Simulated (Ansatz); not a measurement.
**Na3Be3P2: relaxing a made-up structure**

Starting from a made-up structure for Na3Be3P2, the aim is the relaxed cell, its shortest contacts and, where a second run follows, its electronic structure.

Program: Ansatz 0.2.0. Level of theory: DFT, PBE, plane-wave PAW, files of the set soft_1, scalar-relativistic, no spin, cell and ions relaxed at zero pressure; PAW set soft_1. Results are calculated unless marked as measured.

### 1. Starting point

The structure is trigonal, space group R-3m (No. 166). The conventional cell has a = 4.901 Å, b = 4.901 Å, c = 17.068 Å, α = 90.00°, β = 90.00°, γ = 120.00°. Nearest to P lie 3 Be at 1.88 Å and 7 Na at 2.85 to 3.25 Å. Nearest to Na lie 4 P at 2.85 to 2.90 Å and 6 Be at 2.90 Å and 4 Na at 3.10 to 3.11 Å. Na has 6 Na at 3.11 Å and 6 Be at 3.18 Å and 6 P at 3.25 Å nearest. Be has 2 P at 1.88 Å and 4 Be at 2.45 Å and 6 Na at 2.90 to 3.18 Å nearest. Farther neighbours are not listed.

### 2. Relaxation of the guess

The guess takes its coordinates from another compound and its volume from a rule, so the cell and any free coordinates are relaxed together.

input.yaml

```yaml
crystal:
  lattice:
    - [2.4505, 1.414796835, 5.689333333]
    - [-2.4505, 1.414796835, 5.689333333]
    - [0.0, -2.829593669, 5.689333333]
  atoms:
    - { symbol: P, position: [0.26063334, 0.26063334, 0.26063334] }
    - { symbol: P, position: [0.73936666, 0.73936666, 0.73936666] }
    - { symbol: Na, position: [0.909300007, 0.909300007, 0.909300007] }
    - { symbol: Na, position: [0.090699993, 0.090699993, 0.090699993] }
    - { symbol: Na, position: [0.5, 0.5, 0.5] }
    - { symbol: Be, position: [0.5, 0.0, 0.5] }
    - { symbol: Be, position: [0.0, 0.5, 0.5] }
    - { symbol: Be, position: [0.5, 0.5, 0.0] }
kpoints:
  mp_grid: { grid: [7, 7, 7] }
scf:
  occupations: { method: fermi_dirac, width: 0.05 }
hamiltonian:
  xc: pbe
  pseudopotentials: { kind: paw, azcp: { folder: soft_1 } }
relax:
  f_tol: 0.015
  max_steps: 70
  cell: {}
output:
  forces: true
  stress: true
```

Run with:

```bash
$ ansatz run input.yaml --threads 4 --pin off --max-ram 10240MiB --backend cpu --events-out ev --progress --plain --runs-dir out
```

Numbers of over 12 decimals in the logs are rounded to 6 here.

What it wrote:

```text
Engine: ansatz 0.2.0, aarch64-unknown-linux-gnu
Pseudopotentials: kind: paw
Pseudopotential: P, paw, valence charge 5, recommended cutoff 420 eV (normal), soft_1/P.paw.azcp
Pseudopotential: Na, paw, valence charge 9, recommended cutoff 420 eV (normal), soft_1/Na.paw.azcp
Pseudopotential: Be, paw, valence charge 2, recommended cutoff 420 eV (normal), soft_1/Be.paw.azcp
Functional definition: PBE
  parameter kappa = 0.804
  parameter beta = 0.066725
  exchange = pbe_x(kappa = kappa, mu = beta*pi^2/3)
  correlation = pbe_c(beta = beta)
Crystal: 8 atoms, lattice volume = 118.348 Å³
Basis set: ecut = 420 eV, 2335 PW (Γ), exchange–correlation on 90×90×90 points (8 copies of the dense FFT grid, shifted against one another)
Bands: 30, of which v1, the nominal top of the filled ones, is band 22 counted from 1 (21 counted from 0)
Symmetry: 12 space group operations
Space group: R-3m (ITA 166), of the structure as read, at distance tolerance 4.9e-5 Å
k-points: 44 of 343
Non-local potential: P, projectors of the file, l = 0: 2, l = 1: 2, l = 2: 1
Non-local potential: Na, projectors of the file, l = 0: 3, l = 1: 2, l = 2: 1
Non-local potential: Be, projectors of the file, l = 0: 2, l = 1: 2, l = 2: 1
PAW form: soft (Blöchl's): semilocal exchange-correlation on the pseudo side does not see the compensation charge
PAW one-centre angular grid: P, 110 points (default); XC on 64 Gauss nodes
PAW one-centre angular grid: Na, 110 points (default); XC on 64 Gauss nodes
PAW one-centre angular grid: Be, 110 points (default); XC on 64 Gauss nodes
Initial density: superposition of atomic densities (chi_scale 0.1, normalization cell, long waves kept (reshape's long-wave potential 0.03 eV rms))
Initial wavefunctions: pseudopotential atomic-orbital guess
Functional: x = pbe(κ = 0.804, μ = 0.219515), c = pbe(β = 0.066725)
SCF iter   1: F=—  HF=-6248.894659 eV  |F-HF|=—  |Δ(HF+E_count)|=         —  Δρ=4.38e-2  dr2=3.94e0  ethr=3.10e-3  ⟨swp⟩=9.7  Hψ=8165  notcnv=0  defer=7
preconditioner: auto → Kerker (q_TF=auto, 2.305 Å⁻¹)  [metal: Δε(μ)=0.012 eV  Ē_g=9.240 eV  σ=0.050 eV  W_gap=0.06  n_scr=22 (ndim 8)  ℏωp=14.9 eV  f_vac=0.000  D(μ)=2.48/eV (n_scr^D=14)]
SCF iter   2: F=—  HF=-6247.998571 eV  |F-HF|=—  |Δ(HF+E_count)|=   8.96e-1  Δρ=2.33e-2  dr2=1.50e0  ethr=3.10e-3  ⟨swp⟩=3.0  Hψ=2754  notcnv=0  defer=87
SCF iter   3: F=—  HF=-6247.612522 eV  |F-HF|=—  |Δ(HF+E_count)|=   3.86e-1  Δρ=4.83e-3  dr2=6.20e-2  ethr=3.10e-3  ⟨swp⟩=2.9  Hψ=1929  notcnv=0  defer=87
SCF iter   4: F=—  HF=-6247.603084 eV  |F-HF|=—  |Δ(HF+E_count)|=   9.44e-3  Δρ=2.26e-3  dr2=1.50e-2  ethr=1.44e-4  ⟨swp⟩=3.6  Hψ=2658  notcnv=0  defer=78
SCF iter   5: F=—  HF=-6247.600547 eV  |F-HF|=—  |Δ(HF+E_count)|=   2.54e-3  Δρ=6.00e-4  dr2=9.41e-4  ethr=3.48e-5  ⟨swp⟩=2.0  Hψ=1813  notcnv=0  defer=78
SCF iter   6: F=—  HF=-6247.600395 eV  |F-HF|=—  |Δ(HF+E_count)|=   1.52e-4  Δρ=1.70e-4  dr2=7.00e-5  ethr=2.19e-6  ⟨swp⟩=2.0  Hψ=1549  notcnv=0  defer=78
SCF iter   7: F=—  HF=-6247.600313 eV  |F-HF|=—  |Δ(HF+E_count)|=   8.16e-5  Δρ=5.20e-5  dr2=6.18e-6  ethr=1.63e-7  ⟨swp⟩=2.0  Hψ=1644  notcnv=0  defer=78
SCF iter   8: F=—  HF=-6247.600312 eV  |F-HF|=—  |Δ(HF+E_count)|=   9.70e-7  Δρ=1.51e-5  dr2=5.53e-7  ethr=1.44e-8  ⟨swp⟩=2.5  Hψ=1809  notcnv=0  defer=78
SCF iter   9: F=-6247.600312 eV  HF=-6247.600312 eV  |F-HF|=1.70e-8  |Δ(HF+E_count)|=   1.63e-7  Δρ=5.35e-6  dr2=5.10e-8  ethr=2.33e-10  ⟨swp⟩=5.0  Hψ=4721  notcnv=0
SCF 1 converged in 9 iterations: F = -6247.600312 eV  dr2 = 5.10e-8
  greatest PAW one-centre occupation: 0.999 electrons in one spin orbital (limit 2), on the Na atom at site 3 (counted from 0), in its partial waves of l = 0
relax step   1: F+E_penalty+E_count = -6247.60031222 eV  Δ(F+E_penalty+E_count) = +0.000e0 eV  max|allowed force component| = 5.447e0 eV/Å  Δτ_max = 0.0000 Å  P = +15.644 GPa  Ω = 118.348 Å³  (9 SCF iters, dr2 threshold 1.00e-7 eV, accepted)
Crystal: 8 atoms, lattice volume = 126.949 Å³
Basis set: ecut = 420 eV, 2443 PW (Γ), exchange–correlation on 90×90×90 points (8 copies of the dense FFT grid, shifted against one another)
Initial density: handed on by an earlier stage of this run
Initial wavefunctions: those handed on with the density
iter 1 solved again at ethr=8.31e-4 eV; its pass at ethr=3.10e-3 eV (dr2=3.57e-1 eV) is discarded
SCF iter   1: F=—  HF=-6248.783919 eV  |F-HF|=—  |Δ(HF+E_count)|=         —  Δρ=8.97e-3  dr2=3.56e-1  ethr=8.31e-4  ⟨swp⟩=1.9  Hψ=7472  notcnv=0
preconditioner: auto → Kerker (q_TF=auto, 2.278 Å⁻¹)  [metal: Δε(μ)=0.013 eV  Ē_g=8.503 eV  σ=0.050 eV  W_gap=0.07  n_scr=22 (ndim 8)  ℏωp=14.4 eV  f_vac=0.000  D(μ)=2.66/eV (n_scr^D=14)]
SCF iter   2: F=—  HF=-6248.723798 eV  |F-HF|=—  |Δ(HF+E_count)|=   6.01e-2  Δρ=5.28e-3  dr2=1.41e-1  ethr=8.27e-4  ⟨swp⟩=1.9  Hψ=1512  notcnv=0
SCF iter   3: F=—  HF=-6248.689113 eV  |F-HF|=—  |Δ(HF+E_count)|=   3.47e-2  Δρ=1.12e-3  dr2=2.66e-3  ethr=3.28e-4  ⟨swp⟩=3.1  Hψ=2217  notcnv=0
SCF iter   4: F=—  HF=-6248.688527 eV  |F-HF|=—  |Δ(HF+E_count)|=   5.86e-4  Δρ=3.36e-4  dr2=5.61e-4  ethr=6.19e-6  ⟨swp⟩=2.0  Hψ=1743  notcnv=0
SCF iter   5: F=—  HF=-6248.688303 eV  |F-HF|=—  |Δ(HF+E_count)|=   2.25e-4  Δρ=1.26e-4  dr2=3.00e-5  ethr=1.31e-6  ⟨swp⟩=2.0  Hψ=1617  notcnv=0
SCF iter   6: F=—  HF=-6248.688304 eV  |F-HF|=—  |Δ(HF+E_count)|=   9.76e-7  Δρ=6.93e-5  dr2=5.19e-6  ethr=6.98e-8  ⟨swp⟩=2.0  Hψ=2227  notcnv=0
SCF iter   7: F=-6248.688302 eV  HF=-6248.688302 eV  |F-HF|=2.58e-7  |Δ(HF+E_count)|=   1.54e-6  Δρ=1.64e-5  dr2=6.45e-7  ethr=1.86e-9  ⟨swp⟩=4.0  Hψ=5563  notcnv=0
SCF 2 converged in 7 iterations: F = -6248.688302 eV  dr2 = 6.45e-7
relax step   2: F+E_penalty+E_count = -6248.68830170 eV  Δ(F+E_penalty+E_count) = -1.088e0 eV  max|allowed force component| = 3.000e0 eV/Å  Δτ_max = 0.0644 Å  P = +7.395 GPa  Ω = 126.949 Å³  energy of the carried Pulay correction = -6.308e-4 eV  (7 SCF iters, dr2 threshold 8.00e-7 eV, accepted)
Crystal: 8 atoms, lattice volume = 131.875 Å³
Basis set: ecut = 420 eV, 2611 PW (Γ), exchange–correlation on 90×90×90 points (8 copies of the dense FFT grid, shifted against one another)
iter 1 solved again at ethr=3.80e-4 eV; its pass at ethr=3.10e-3 eV (dr2=1.63e-1 eV) is discarded
SCF iter   1: F=—  HF=-6249.299658 eV  |F-HF|=—  |Δ(HF+E_count)|=         —  Δρ=9.24e-3  dr2=1.63e-1  ethr=3.80e-4  ⟨swp⟩=2.2  Hψ=8664  notcnv=0
preconditioner: auto → Kerker (q_TF=auto, 2.263 Å⁻¹)  [metal: Δε(μ)=0.027 eV  Ē_g=8.242 eV  σ=0.050 eV  W_gap=0.13  n_scr=22 (ndim 8)  ℏωp=14.1 eV  f_vac=0.000  D(μ)=2.83/eV (n_scr^D=14)]
SCF iter   2: F=—  HF=-6249.262843 eV  |F-HF|=—  |Δ(HF+E_count)|=   3.68e-2  Δρ=5.48e-3  dr2=6.59e-2  ethr=3.79e-4  ⟨swp⟩=2.0  Hψ=1643  notcnv=0
SCF iter   3: F=—  HF=-6249.239132 eV  |F-HF|=—  |Δ(HF+E_count)|=   2.37e-2  Δρ=8.26e-4  dr2=1.90e-3  ethr=1.53e-4  ⟨swp⟩=2.3  Hψ=2066  notcnv=0  defer=1
SCF iter   4: F=—  HF=-6249.238712 eV  |F-HF|=—  |Δ(HF+E_count)|=   4.20e-4  Δρ=4.42e-4  dr2=3.14e-4  ethr=4.42e-6  ⟨swp⟩=2.0  Hψ=2020  notcnv=0  defer=1
SCF iter   5: F=—  HF=-6249.238525 eV  |F-HF|=—  |Δ(HF+E_count)|=   1.87e-4  Δρ=1.18e-4  dr2=2.65e-5  ethr=7.30e-7  ⟨swp⟩=2.0  Hψ=2206  notcnv=0  defer=1
SCF iter   6: F=—  HF=-6249.238524 eV  |F-HF|=—  |Δ(HF+E_count)|=   9.35e-7  Δρ=3.91e-5  dr2=5.23e-6  ethr=6.16e-8  ⟨swp⟩=2.2  Hψ=1933  notcnv=0  defer=1
SCF iter   7: F=-6249.238524 eV  HF=-6249.238525 eV  |F-HF|=2.95e-7  |Δ(HF+E_count)|=   4.17e-7  Δρ=1.21e-5  dr2=6.24e-7  ethr=1.86e-9  ⟨swp⟩=3.5  Hψ=4966  notcnv=0
SCF 3 converged in 7 iterations: F = -6249.238524 eV  dr2 = 6.24e-7
relax step   3: F+E_penalty+E_count = -6249.23852421 eV  Δ(F+E_penalty+E_count) = -5.502e-1 eV  max|allowed force component| = 3.831e-1 eV/Å  Δτ_max = 0.1444 Å  P = +1.413 GPa  Ω = 131.875 Å³  energy of the carried Pulay correction = -9.727e-4 eV  (7 SCF iters, dr2 threshold 8.00e-7 eV, accepted)
[...]
relax step   4: F+E_penalty+E_count = -6249.27025275 eV  Δ(F+E_penalty+E_count) = -3.173e-2 eV  max|allowed force component| = 4.866e-2 eV/Å  Δτ_max = 0.0674 Å  P = +0.079 GPa  Ω = 134.610 Å³  energy of the carried Pulay correction = -1.157e-3 eV  (7 SCF iters, dr2 threshold 8.00e-7 eV, accepted)
[...]
relax step   5: F+E_penalty+E_count = -6249.27073116 eV  Δ(F+E_penalty+E_count) = -4.784e-4 eV  max|allowed force component| = 9.145e-3 eV/Å  Δτ_max = 0.0080 Å  P = +0.012 GPa  Ω = 134.624 Å³  energy of the carried Pulay correction = -1.158e-3 eV  (5 SCF iters, dr2 threshold 1.48e-7 eV, accepted)
[...]
relax step   6: F+E_penalty+E_count = -6249.27274411 eV  Δ(F+E_penalty+E_count) = -2.013e-3 eV  max|allowed force component| = 8.955e-3 eV/Å  Δτ_max = 0.0000 Å  P = +0.032 GPa  Ω = 134.624 Å³  stress off target by 6.06e-2 GPa  SCF on the basis re-selected at this cell (its energy is not comparable with the rows above)  (7 SCF iters)
[...]
relax step   7: F+E_penalty+E_count = -6249.27276210 eV  Δ(F+E_penalty+E_count) = -1.800e-5 eV  max|allowed force component| = 5.857e-4 eV/Å  Δτ_max = 0.0012 Å  P = +0.002 GPa  Ω = 134.671 Å³  energy of the carried Pulay correction = -3.012e-6 eV  (4 SCF iters, dr2 threshold 9.19e-9 eV, accepted)
iter 1 solved again at ethr=1.41e-5 eV; its pass at ethr=3.10e-3 eV (dr2=6.06e-3 eV) is discarded
SCF iter   1: F=—  HF=-6249.272760 eV  |F-HF|=—  |Δ(HF+E_count)|=         —  Δρ=1.03e-5  dr2=1.28e-7  ethr=1.41e-5  ⟨swp⟩=3.0  Hψ=10910  notcnv=0
eigensolver tolerance schedule: the retry pair's looser diagonalisation over-reported the residual by 47143.30 of it (diagonalisation noise at an unbounded share of the residual, at the tolerance the schedule requests for it); recorded, not acted on — ethr = c·dr2/N_el stays at c = 1.0e-1
SCF iter   2: F=—  HF=-6249.272766 eV  |F-HF|=—  |Δ(HF+E_count)|=   6.48e-6  Δρ=6.39e-6  dr2=4.60e-8  ethr=2.99e-10  ⟨swp⟩=4.0  Hψ=3477  notcnv=0
SCF iter   3: F=—  HF=-6249.272766 eV  |F-HF|=—  |Δ(HF+E_count)|=   1.22e-8  Δρ=3.84e-6  dr2=2.29e-8  ethr=1.07e-10  ⟨swp⟩=1.8  Hψ=1828  notcnv=0
SCF iter   4: F=—  HF=-6249.272766 eV  |F-HF|=—  |Δ(HF+E_count)|=   5.45e-9  Δρ=1.73e-6  dr2=6.09e-9  ethr=5.32e-11  ⟨swp⟩=2.0  Hψ=2106  notcnv=0
SCF iter   5: F=—  HF=-6249.272766 eV  |F-HF|=—  |Δ(HF+E_count)|=   1.34e-9  Δρ=6.25e-7  dr2=3.95e-10  ethr=1.42e-11  ⟨swp⟩=2.0  Hψ=2279  notcnv=0
SCF iter   6: F=—  HF=-6249.272766 eV  |F-HF|=—  |Δ(HF+E_count)|=  7.64e-11  Δρ=4.15e-7  dr2=2.05e-10  ethr=1.00e-12  ⟨swp⟩=2.0  Hψ=1566  notcnv=0
SCF iter   7: F=-6249.272766 eV  HF=-6249.272766 eV  |F-HF|=4.55e-11  |Δ(HF+E_count)|=  6.37e-11  Δρ=2.02e-7  dr2=5.91e-11  ethr=1.00e-12  ⟨swp⟩=4.0  Hψ=4763  notcnv=0
SCF 8 converged in 7 iterations: F = -6249.272766 eV  dr2 = 5.91e-11
relax step   8: F+E_penalty+E_count = -6249.27276602 eV  Δ(F+E_penalty+E_count) = -3.919e-6 eV  max|allowed force component| = 5.803e-4 eV/Å  Δτ_max = 0.0000 Å  P = +0.002 GPa  Ω = 134.671 Å³  stress off target by 5.28e-3 GPa  SCF on the basis re-selected at this cell (its energy is not comparable with the rows above)  (7 SCF iters)
basis re-selected at this cell: Δ(F+E_penalty+E_count) = -3.919e-6 eV, ΔP = +0.000 GPa vs the last step (what re-selecting the basis moved, of the pressure what is left beyond the Pulay correction that the steps carried, after the strain that the cell walked since its last selection, with what the two solves' SCF thresholds leave and, on support functions, any second-order correction that the steps lacked; it is no m [...]
SCF converged after 7 iterations
Free energy (F): -6249.272766 eV
Harris-Foulkes:  -6249.272766 eV  (|F-HF|=4.55e-11)
Internal energy: -6249.244584 eV  (E = F + TS)
E sigma→0 (E₀):  -6249.258675 eV
Entropy (-TS):   -0.028182 eV (-3.523 meV/atom)
Fermi energy:    5.861482 eV
--- Per-component energies (eV) ---
  E_band       = -615.470411
  E_kinetic    = 536.963613
  E_local      = -4615.369258  (includes V_loc(G=0)·N_el)
  E_nonlocal   = 911.496345
  E_hartree    = 1595.719844
  E_xc         = -316.098235
  E_vxc        = -324.304810  (∫ρ·V_xc dr)
  E_paw        = -2172.824381  (= ΣΔE_a)
  E_vpaw       = -315.696166  (= ΣTr[D̂ρ^β])
  E_aug_tail   = 0.000028  (compensation charges beyond the density's cutoff)
  E_ewald      = -2189.132541
  E_smearing   = -0.028182  (= −TS)
  E_closure    = -0.000000  (closes the sum)
  Σ components = -6249.272766   (vs F -6249.272766, Δ=0.00e0)
--- Forces (eV/Å), atoms counted from 1 ---
  atom   1  P     -0.00000000     0.00000000     0.00058030
  atom   2  P      0.00000000    -0.00000000    -0.00058030
  atom   3  Na     0.00000000     0.00000000     0.00036323
  atom   4  Na    -0.00000000    -0.00000000    -0.00036323
  atom   5  Na    -0.00000000     0.00000000    -0.00000000
  atom   6  Be    -0.00000000    -0.00000000     0.00000000
  atom   7  Be    -0.00000000    -0.00000000    -0.00000000
  atom   8  Be    -0.00000000     0.00000000     0.00000000
  max |Σ_I F_I| component: 2.31e-18 eV/Å
--- Stress (GPa, compression-positive) ---
        0.000452       0.000000      -0.000000
        0.000000       0.000452       0.000000
       -0.000000       0.000000       0.005277
  P = ⅓ Tr σ = 0.0021 GPa (0.021 kbar)
--- Relaxed structure (6 steps of the walk, 6 accepted, 2 SCFs on fresh bases) ---
  F+E_penalty+E_count = -6249.27276602 eV   max|allowed force component| = 5.803e-4 eV/Å   (the final SCF, on the basis selected at the relaxed cell)
  cell:  # Å, volume = 134.6713 Å³
    - [2.530573, 1.461027, 6.070813]
    - [-2.530573, 1.461027, 6.070813]
    - [0, -2.922054, 6.070813]
  atoms:
    - { symbol: P, position: [0.249842, 0.249842, 0.249842] }
    - { symbol: P, position: [0.750158, 0.750158, 0.750158] }
    - { symbol: Na, position: [0.910572, 0.910572, 0.910572] }
    - { symbol: Na, position: [0.089428, 0.089428, 0.089428] }
    - { symbol: Na, position: [0.5, 0.5, 0.500000] }
    - { symbol: Be, position: [0.5, 5.551115123125783e-17, 0.500000] }
    - { symbol: Be, position: [5.551115123125783e-17, 0.5, 0.500000] }
    - { symbol: Be, position: [0.5, 0.5, -5.551115123125783e-17] }
```

Run time: 19 s. Hardware: 4 threads of Arm Neoverse V1, shared host; peak memory 0.62 GiB.

The steps of the relaxation:

| step | energy less that of the first step (eV) | largest force component (eV/Å) | pressure (GPa) | volume (Å³) |
| --- | --- | --- | --- | --- |
| 1 | 0.0000 | 5.4466 | 15.64 | 118.35 |
| 2 | -1.0880 | 3.0002 | 7.39 | 126.95 |
| 3 | -1.6382 | 0.3831 | 1.41 | 131.87 |
| 4 | -1.6699 | 0.0487 | 0.08 | 134.61 |
| 5 | -1.6704 | 0.0091 | 0.01 | 134.62 |
| 6* | -1.6724 | 0.0090 | 0.03 | 134.62 |
| 7 | -1.6725 | 0.0006 | 0.00 | 134.67 |
| 8* | -1.6725 | 0.0006 | 0.00 | 134.67 |

Relaxation steps marked * repeat the geometry before them on a plane-wave basis chosen anew for their cell, so energy and pressure can jump there.

Forces are held to the 12 operations that the run works with; a distortion that breaks them can't arise in this run.

```csv
"conventional cell, symmetrised",before,after,change
a (Å),4.901,5.061,+3.3 %
b (Å),4.901,5.061,+3.3 %
c (Å),17.068,18.212,+6.7 %
volume (Å³/atom),14.79,16.83,+13.8 %
```

The atoms that moved most (Å, as changes of fractional coordinates times the final cell):

```csv
atom,dx,dy,dz,length
P2,0.000,0.000,0.197,0.197
P1,0.000,0.000,-0.197,0.197
Na4,0.000,0.000,-0.023,0.023
Na3,0.000,0.000,0.023,0.023
```

Final coordinates:

```
P Na Be
1.0
     2.53057    1.46103    6.07081
    -2.53057    1.46103    6.07081
     0.00000   -2.92205    6.07081
P Na Be
2 3 3
Direct
  0.24984 0.24984 0.24984
  0.75016 0.75016 0.75016
  0.91057 0.91057 0.91057
  0.08943 0.08943 0.08943
  0.50000 0.50000 0.50000
  0.50000 0.00000 0.50000
  0.00000 0.50000 0.50000
  0.50000 0.50000 0.00000
```

Numbers from this step:

```yaml
free_energy: -6249.2728 eV
energy_at_zero_smearing: -6249.2587 eV
smearing_term_ts: 0.02818 eV
fermi_energy: 5.861 eV
electrons: 43
symmetry_operations: 12
pressure: 0.002060 GPa
```

The shortest distance of each pair, which need not be the same contact before and after:

```csv
pair,guess (Å),relaxed (Å)
Be–P,1.882,2.109
Be–Be,2.450,2.531
Na–P,2.846,2.922
Be–Na,2.899,3.009
Na–Na,3.096,3.243
```

The relaxation ends with a largest force component of 5.8e-4 eV/Å and a pressure of 0.00 GPa.

### 3. Outcome

* space group, relaxed: R-3m
* conventional cell: a = 5.061, b = 5.061, c = 18.212 Å; α = 90.0°, β = 90.0°, γ = 120.0°
* volume per atom: 16.83 Å³ (guess 14.79)

**Reading.** Na3Be3P2 relaxes to R-3m with a = 5.061, b = 5.061 and c = 18.212 Å. The guessed volume was 12 % too small. The space group R-3m was held in the relaxation, so the end point is a stationary structure within it and may be a saddle against distortions or other arrangements. Mesh and cutoff weren't tested. No dispersion term is used, so weakly bound directions may come out too long. Nothing here tests whether the compound is stable against decomposition.

[Logs are printed without paths, hosts, clocks, repeated set-up lines and the standing remarks that a program may print on its own settings, such as how far it seeks lower states.]

[Hosts, paths, dates, database ids (printed as entryN), source tags and the programs' standing remarks are cut or masked in the printed files.]
